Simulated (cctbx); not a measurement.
**A crystallographic session in cctbx: BaSmCo4S7**

Library: cctbx 2025.11. The data are simulated by the first script.

## 1. Simulate the data

run.py:

```python
from cctbx import adptbx, crystal, miller, sgtbx, xray
from cctbx.array_family import flex
from iotbx.shelx import hklf
from scitbx import matrix
import scitbx.random

cs = crystal.symmetry(unit_cell=(7.599, 7.599, 12.367, 90, 90, 120), space_group_symbol='Hall: P 6c -2c')  # P6_3mc
atoms = [  # label, site, U (iso, or U11 U22 U33 U12 U13 U23 in A^2), occupancy
    ("Sm1", (1/3, 2/3, 0.3747), 0.0099, 1),
    ("Ba1", (1/3, 2/3, 0.981), 0.0085, 1),
    ("Co1", (0, 0, 0.9411), 0.0138, 1),
    ("Co2", (0.82885, 0.6577, 0.1823), 0.0117, 1),
    ("S1", (0.4919, 0.5081, 0.7579), 0.0165, 1),
    ("S2", (0, 0, 0.7393), 0.0147, 1),
    ("S3", (0.8354, 0.6708, 0.0004), 0.0146, 1),
]
xs = xray.structure(crystal_symmetry=cs)
for label, site, u, occ in atoms:
    u = adptbx.u_cif_as_u_star(cs.unit_cell(), u) if isinstance(u, tuple) else u
    xs.add_scatterer(xray.scatterer(label, site=site, u=u, occupancy=occ))
xs.set_inelastic_form_factors(0.71073, "sasaki")
xs.show_summary()
p1 = xs.expand_to_p1()
ms = miller.build_set(p1, anomalous_flag=True, d_min=0.77)
flex.set_random_seed(902808)
scitbx.random.set_random_seed(902808)
ms = ms.select(flex.random_double(ms.size()) < 0.9)
i = ms.structure_factors_from_scatterers(p1, algorithm="direct").f_calc().as_intensity_array().data()
i = i * 40000 / flex.max(i)
sig = flex.sqrt(i + flex.pow2(0.02 * i) + 4 ** 2)
noise = scitbx.random.variate(scitbx.random.normal_distribution())(i.size())
data = ms.array(data=i + sig * noise, sigmas=sig).set_observation_type_xray_intensity()
with open("data.hkl", "w") as f:
    data.export_as_shelx_hklf(f)
print("reflections written:", data.size(), " <I/sigma> = %.1f" % flex.mean(data.data() / data.sigmas()))
for h, a, b in list(data.sort("data"))[:12]:
    print("%4d%4d%4d %9.1f %7.1f" % (h + (a, b)))
```

```console
$ python run.py
```

```text
Number of scatterers: 7
At special positions: 7
Unit cell: (7.599, 7.599, 12.367, 90, 90, 120)
Space group: P 63 m c (No. 186)
reflections written: 5052  <I/sigma> = 17.7
   2  -4   0   40859.0   824.6
   2   2   0   40624.0   824.6
  -4   2   0   40298.8   824.6
   4  -2   0   39510.2   824.6
  -2   4   0   38620.4   824.6
  -2  -2   0   38314.7   824.6
   0  -6   0   17227.7   360.0
   0   2  -5   17218.4   355.3
  -2   2   5   17165.2   362.2
   2   0   5   17157.6   362.2
   6   0   0   17081.4   360.0
  -6   0   0   17067.6   360.0
```

It took 0.41 s on 1 thread of Arm Neoverse N1, on a shared host, peak memory 0.07 GiB.

## 2. Refinement (refined in the given hand)

run.py:

```python
import math
from cctbx import adptbx, crystal, maptbx, sgtbx, xray
from cctbx.array_family import flex
from cctbx.xray import observations
from iotbx.shelx import hklf
from scitbx.lstbx import normal_eqns_solving
from smtbx import absolute_structure, utils
from smtbx.refinement import constraints, least_squares

cs = crystal.symmetry(unit_cell=(7.599, 7.599, 12.367, 90, 90, 120), space_group_symbol='Hall: P 6c -2c')  # P6_3mc
atoms = [  # label, site, U (iso, or U11 U22 U33 U12 U13 U23 in A^2), occupancy
    ("Sm1", (1/3, 2/3, 0.3737), 0.0200, 1),
    ("Ba1", (1/3, 2/3, 0.982), 0.0200, 1),
    ("Co1", (0, 0, 0.9431), 0.0200, 1),
    ("Co2", (0.8273, 0.6546, 0.184), 0.0200, 1),
    ("S1", (0.4901, 0.5099, 0.7583), 0.0200, 1),
    ("S2", (0, 0, 0.7391), 0.0200, 1),
    ("S3", (0.8364, 0.6728, 0.0008), 0.0200, 1),
]
xs = xray.structure(crystal_symmetry=cs)
for label, site, u, occ in atoms:
    u = adptbx.u_cif_as_u_star(cs.unit_cell(), u) if isinstance(u, tuple) else u
    xs.add_scatterer(xray.scatterer(label, site=site, u=u, occupancy=occ))
xs.set_inelastic_form_factors(0.71073, "sasaki")
xs.convert_to_anisotropic()
raw = hklf.reader(file_name="data.hkl").as_miller_arrays(crystal_symmetry=cs, anomalous=True)[0]
merged = raw.eliminate_sys_absent().merge_equivalents()
fo2 = merged.array().set_observation_type_xray_intensity()
print("Rint %.3f, %d unique reflections to %.2f A" % (merged.r_int(), fo2.size(), fo2.d_min()))
for sc in xs.scatterers():
    sc.flags.set_grad_site(True)
    sc.flags.set_grad_u_aniso(sc.flags.use_u_aniso())
    sc.flags.set_grad_u_iso(sc.flags.use_u_iso())
obs = fo2.as_xray_observations()
extra = {}
rep = constraints.reparametrisation(xs, [], utils.connectivity_table(xs), **extra)
ls = least_squares.crystallographic_ls(obs, rep, weighting_scheme=least_squares.mainstream_shelx_weighting(a=0, b=0))
print("cycle     R1     wR2    GooF  max shift (A)")
for cycle in range(8):
    ls.build_up()
    r1, wr2, goof = ls.r1_factor(cutoff_factor=2)[0], ls.wR2(), ls.goof()
    old = xs.sites_cart()
    normal_eqns_solving.levenberg_marquardt_iterations(ls, n_max_iterations=3, tau=1e-06, step_threshold=1e-7)
    big = flex.max((xs.sites_cart() - old).norms())
    print("%4d %7.4f %7.4f %7.3f %9.5f" % (cycle + 1, r1, wr2, goof, big))
    ls.build_up(objective_only=True)
    if abs(ls.wR2() - wr2) < 5e-5 and big < 5e-4:
        break
ls.build_up()
print("final R1 %.4f wR2 %.4f GooF %.3f  parameters %d  data/parameter %.1f" % (ls.r1_factor(cutoff_factor=2)[0], ls.wR2(), ls.goof(), ls.n_parameters, fo2.size() / ls.n_parameters))
cov = ls.covariance_matrix_and_annotations()
su = dict(zip(cov.annotations, (math.sqrt(max(v, 0)) for v in cov.matrix.matrix_packed_u_diagonal())))
a2 = cs.unit_cell().reciprocal_parameters()[0] ** -2
print("atom        x        y        z      Ueq    occ   su(xyz)  su(Uiso or U11)")
for sc in xs.scatterers():
    s = max(su.get(sc.label + k, 0) for k in (".x", ".y", ".z"))
    npd = "" if sc.is_positive_definite_u(cs.unit_cell()) else "  NPD"
    print("%-5s %8.5f %8.5f %8.5f %8.4f %6.3f %8.5f %7.4f%s" % ((sc.label,) + sc.site + (sc.u_iso_or_equiv(cs.unit_cell()), sc.occupancy, s, su.get(sc.label + ".uiso", su.get(sc.label + ".u11", 0) * a2), npd)))
fc = fo2.structure_factors_from_scatterers(xs, algorithm="direct").f_calc()
absolute_structure.flack_analysis(xs, fo2.as_xray_observations()).show()
h = absolute_structure.hooft_analysis(fo2, fc, scale_factor=ls.scale_factor())
print("Hooft y: %.3f(%.0f)  Bijvoet pairs: %d" % (h.hooft_y, 1000 * h.sigma_y, h.n_bijvoet_pairs))
fo = fo2.f_sq_as_f()
fc = fo.structure_factors_from_scatterers(xs, algorithm="direct").f_calc()
diff = fo.f_obs_minus_f_calc(1 / math.sqrt(ls.scale_factor()), fc).average_bijvoet_mates()
m = diff.fft_map(symmetry_flags=maptbx.use_space_group_symmetry, resolution_factor=0.25).apply_volume_scaling()
print("difference map: max %.2f min %.2f rms %.2f" % (m.statistics().max(), m.statistics().min(), m.statistics().sigma()))
peaks = m.peak_search(parameters=maptbx.peak_search_parameters(min_distance_sym_equiv=0.6, max_clusters=6)).all()
near = xs.closest_distances(peaks.sites(), distance_cutoff=4)
sps = cs.special_position_settings(min_distance_sym_equiv=0.5)
for k, (x, h) in enumerate(zip(peaks.sites(), peaks.heights())):
    ss = sps.site_symmetry(x)
    print("Q%-3d %7.4f %7.4f %7.4f %4d %7.2f  %.2f A from %s" % ((k + 1,) + tuple(t % 1 for t in ss.exact_site()) + (ss.multiplicity(), h, near.smallest_distances[k], xs.scatterers()[near.i_seqs[k]].label)))
```

```console
$ python run.py
```

```text
Rint 0.024, 584 unique reflections to 0.77 A
cycle     R1     wR2    GooF  max shift (A)
   1  0.0961  0.2059  12.893   0.02767
   2  0.0068  0.0154   0.966   0.00002
final R1 0.0068 wR2 0.0154 GooF 0.966  parameters 30  data/parameter 19.5
atom        x        y        z      Ueq    occ   su(xyz)  su(Uiso or U11)
Sm1    0.33333  0.66667  0.37493   0.0100  1.000  0.00001  0.0001
Ba1    0.33333  0.66667  0.98122   0.0086  1.000  0.00002  0.0001
Co1    0.00000  0.00000  0.94138   0.0136  1.000  0.00006  0.0001
Co2    0.82887  0.65774  0.18251   0.0117  1.000  0.00005  0.0001
S1     0.49192  0.50808  0.75813   0.0166  1.000  0.00006  0.0002
S2     0.00000  0.00000  0.73964   0.0146  1.000  0.00008  0.0003
S3     0.83548  0.67097  0.00060   0.0148  1.000  0.00010  0.0002
Flack x: 0.004(13)
Hooft y: 0.015(11)  Bijvoet pairs: 278
difference map: max 0.26 min -0.29 rms 0.06
Q1    0.2751  0.5502  0.7610    6    0.27  1.68 A from Co2
Q2    0.2054  0.6027  0.2626    6    0.24  1.46 A from S1
Q3    0.0509  0.5254  0.5307    6    0.24  2.10 A from S3
Q4    0.0510  0.1019  0.3518    6    0.19  1.29 A from Co1
Q5    0.0661  0.2906  0.2629   12    0.19  1.85 A from Co2
Q6    0.0000  0.0000  0.1305    2    0.18  1.35 A from S2
```

Time: 0.62 s.

## 3. Refinement

run.py, as its changes from the last script of this kind:

```diff
@@ -12,7 +12,7 @@
-    ("Sm1", (1/3, 2/3, 0.3737), 0.0200, 1),
-    ("Ba1", (1/3, 2/3, 0.982), 0.0200, 1),
-    ("Co1", (0, 0, 0.9431), 0.0200, 1),
-    ("Co2", (0.8273, 0.6546, 0.184), 0.0200, 1),
-    ("S1", (0.4901, 0.5099, 0.7583), 0.0200, 1),
-    ("S2", (0, 0, 0.7391), 0.0200, 1),
-    ("S3", (0.8364, 0.6728, 0.0008), 0.0200, 1),
+    ("Sm1", (2/3, 1/3, 0.62507), 0.0100, 1),
+    ("Ba1", (2/3, 1/3, 0.01878), 0.0086, 1),
+    ("Co1", (0, 0, 0.05862), 0.0136, 1),
+    ("Co2", (0.17113, 0.34226, 0.81749), 0.0117, 1),
+    ("S1", (0.50808, 0.49192, 0.24187), 0.0166, 1),
+    ("S2", (0, 0, 0.26036), 0.0146, 1),
+    ("S3", (0.16452, 0.32903, 0.9994), 0.0148, 1),
```

```console
$ python run.py
```

```text
Rint 0.024, 584 unique reflections to 0.77 A
cycle     R1     wR2    GooF  max shift (A)
   1  0.0273  0.0660   4.133   0.00347
   2  0.0273  0.0653   4.089   0.00000
final R1 0.0273 wR2 0.0653 GooF 4.089  parameters 30  data/parameter 19.5
atom        x        y        z      Ueq    occ   su(xyz)  su(Uiso or U11)
Sm1    0.66667  0.33333  0.62507   0.0098  1.000  0.00005  0.0003
Ba1    0.66667  0.33333  0.01873   0.0088  1.000  0.00007  0.0003
Co1    0.00000  0.00000  0.05862   0.0137  1.000  0.00027  0.0006
Co2    0.17115  0.34229  0.81776   0.0118  1.000  0.00021  0.0004
S1     0.50800  0.49200  0.24188   0.0169  1.000  0.00025  0.0008
S2     0.00000  0.00000  0.26045   0.0152  1.000  0.00037  0.0013
S3     0.16442  0.32884  0.99914   0.0157  1.000  0.00041  0.0008
Flack x: 0.979(15)
Hooft y: 0.994(11)  Bijvoet pairs: 278
difference map: max 0.63 min -0.52 rms 0.07
Q1    0.3333  0.6667  0.1171    2    0.69  0.10 A from Sm1
Q2    0.3333  0.6667  0.5164    2    0.45  0.03 A from Ba1
Q3    0.1593  0.3187  0.0154    6    0.42  0.21 A from S3
Q4    0.1741  0.3481  0.6244    6    0.40  2.39 A from Co2
Q5    0.0000  0.0000  0.3596    2    0.34  1.23 A from S2
Q6    0.3333  0.6667  0.3153    2    0.33  2.35 A from Sm1
```

Time: 0.6 s.

This run holds a fault made on purpose: the structure inverted.

## 4. Simulate the data

run.py, as its changes from the last script of this kind:

```diff
@@ -21 +21 @@
-xs.set_inelastic_form_factors(0.71073, "sasaki")
+xs.set_inelastic_form_factors(1.54184, "sasaki")
@@ -24,3 +24,3 @@
-ms = miller.build_set(p1, anomalous_flag=True, d_min=0.77)
-flex.set_random_seed(902808)
-scitbx.random.set_random_seed(902808)
+ms = miller.build_set(p1, anomalous_flag=True, d_min=0.83)
+flex.set_random_seed(945228)
+scitbx.random.set_random_seed(945228)
@@ -29,2 +29,2 @@
-i = i * 40000 / flex.max(i)
-sig = flex.sqrt(i + flex.pow2(0.02 * i) + 4 ** 2)
+i = i * 5000 / flex.max(i)
+sig = flex.sqrt(i + flex.pow2(0.02 * i) + 8 ** 2)
```

```console
$ python run.py
```

```text
Number of scatterers: 7
At special positions: 7
Unit cell: (7.599, 7.599, 12.367, 90, 90, 120)
Space group: P 63 m c (No. 186)
reflections written: 4073  <I/sigma> = 6.8
  -2   4   0    5070.5   122.7
  -4   2   0    5033.6   122.7
   2   2   0    5016.9   122.7
   2  -4   0    5013.8   122.7
   4  -2   0    4985.6   122.7
  -2  -2   0    4870.9   122.7
   0  -2   5    2228.7    63.6
   2   0   5    2184.0    63.6
  -2   0   5    2172.5    63.6
   0   2   5    2171.1    63.6
  -2   2   5    2145.9    63.6
   6  -6   0    2139.2    61.6
```

Time: 0.39 s.

## 5. Refinement (refined in the given hand)

run.py, as its changes from the last script of this kind:

```diff
@@ -12,7 +12,7 @@
-    ("Sm1", (2/3, 1/3, 0.62507), 0.0100, 1),
-    ("Ba1", (2/3, 1/3, 0.01878), 0.0086, 1),
-    ("Co1", (0, 0, 0.05862), 0.0136, 1),
-    ("Co2", (0.17113, 0.34226, 0.81749), 0.0117, 1),
-    ("S1", (0.50808, 0.49192, 0.24187), 0.0166, 1),
-    ("S2", (0, 0, 0.26036), 0.0146, 1),
-    ("S3", (0.16452, 0.32903, 0.9994), 0.0148, 1),
+    ("Sm1", (1/3, 2/3, 0.3764), 0.0200, 1),
+    ("Ba1", (1/3, 2/3, 0.9794), 0.0200, 1),
+    ("Co1", (0, 0, 0.9402), 0.0200, 1),
+    ("Co2", (0.8309, 0.6618, 0.1826), 0.0200, 1),
+    ("S1", (0.491, 0.509, 0.7573), 0.0200, 1),
+    ("S2", (0, 0, 0.7379), 0.0200, 1),
+    ("S3", (0.8341, 0.6681, 0.0007), 0.0200, 1),
@@ -24 +24 @@
-xs.set_inelastic_form_factors(0.71073, "sasaki")
+xs.set_inelastic_form_factors(1.54184, "sasaki")
```

```console
$ python run.py
```

```text
Rint 0.065, 469 unique reflections to 0.83 A
cycle     R1     wR2    GooF  max shift (A)
   1  0.0866  0.1693   4.789   0.02502
   2  0.0188  0.0321   0.907   0.00051
   3  0.0188  0.0321   0.907   0.00001
final R1 0.0188 wR2 0.0321 GooF 0.907  parameters 30  data/parameter 15.6
atom        x        y        z      Ueq    occ   su(xyz)  su(Uiso or U11)
Sm1    0.33333  0.66667  0.37465   0.0103  1.000  0.00005  0.0004
Ba1    0.33333  0.66667  0.98102   0.0085  1.000  0.00005  0.0004
Co1    0.00000  0.00000  0.94135   0.0139  1.000  0.00030  0.0006
Co2    0.82902  0.65803  0.18283   0.0117  1.000  0.00021  0.0004
S1     0.49194  0.50806  0.75816   0.0158  1.000  0.00018  0.0007
S2     0.00000  0.00000  0.73957   0.0149  1.000  0.00026  0.0011
S3     0.83597  0.67194  0.00067   0.0146  1.000  0.00046  0.0007
Flack x: 0.005(11)
Hooft y: 0.006(8)  Bijvoet pairs: 222
difference map: max 0.71 min -0.89 rms 0.17
Q1    0.2247  0.4493  0.4680    6    0.71  0.89 A from S3
Q2    0.1083  0.2166  0.7606    6    0.70  1.27 A from Co2
Q3    0.0515  0.1029  0.2609    6    0.66  0.73 A from S2
Q4    0.2110  0.4221  0.2427    6    0.66  2.05 A from S1
Q5    0.3333  0.6667  0.2375    2    0.64  1.70 A from Sm1
Q6    0.1320  0.2640  0.6445    6    0.60  0.70 A from Co2
```

Time: 0.64 s.

## 6. Simulate the data

run.py, as its changes from the last script of this kind:

```diff
@@ -21 +21 @@
-xs.set_inelastic_form_factors(1.54184, "sasaki")
+xs.set_inelastic_form_factors(0.71073, "sasaki")
@@ -24,3 +24,3 @@
-ms = miller.build_set(p1, anomalous_flag=True, d_min=0.83)
-flex.set_random_seed(945228)
-scitbx.random.set_random_seed(945228)
+ms = miller.build_set(p1, anomalous_flag=True, d_min=0.75)
+flex.set_random_seed(709677)
+scitbx.random.set_random_seed(709677)
@@ -29,2 +29,6 @@
-i = i * 5000 / flex.max(i)
-sig = flex.sqrt(i + flex.pow2(0.02 * i) + 8 ** 2)
+law = matrix.sqr((-1, 0, 0, 0, -1, 0, 0, 0, -1))
+mate = flex.miller_index([tuple(matrix.row(h) * law) for h in ms.indices()])
+i2 = ms.customized_copy(indices=mate).structure_factors_from_scatterers(p1, algorithm="direct").f_calc().as_intensity_array().data()
+i = (1 - 0.8) * i + 0.8 * i2
+i = i * 20000 / flex.max(i)
+sig = flex.sqrt(i + flex.pow2(0.015 * i) + 15 ** 2)
```

```console
$ python run.py
```

```text
Number of scatterers: 7
At special positions: 7
Unit cell: (7.599, 7.599, 12.367, 90, 90, 120)
Space group: P 63 m c (No. 186)
reflections written: 5534  <I/sigma> = 11.7
   2   2   0   20189.0   332.0
   2  -4   0   19932.7   332.0
   4  -2   0   19864.2   332.0
  -2   4   0   19768.8   332.0
  -2  -2   0   19711.7   332.0
   2  -2  -5    8708.1   156.8
  -2   2  -5    8522.3   156.8
   0   6   0    8496.6   156.5
   6  -6   0    8466.8   156.5
   6   0   0    8463.2   156.5
  -6   0   0    8396.7   156.5
  -2   2   5    8390.3   155.2
```

It took 0.45 s on 1 thread of Arm Neoverse N1, on a shared host, peak memory 0.07 GiB.

[Logs are printed without paths, hosts, clocks, repeated set-up lines and the standing remarks that a program may print on its own settings, such as how far it seeks lower states.]
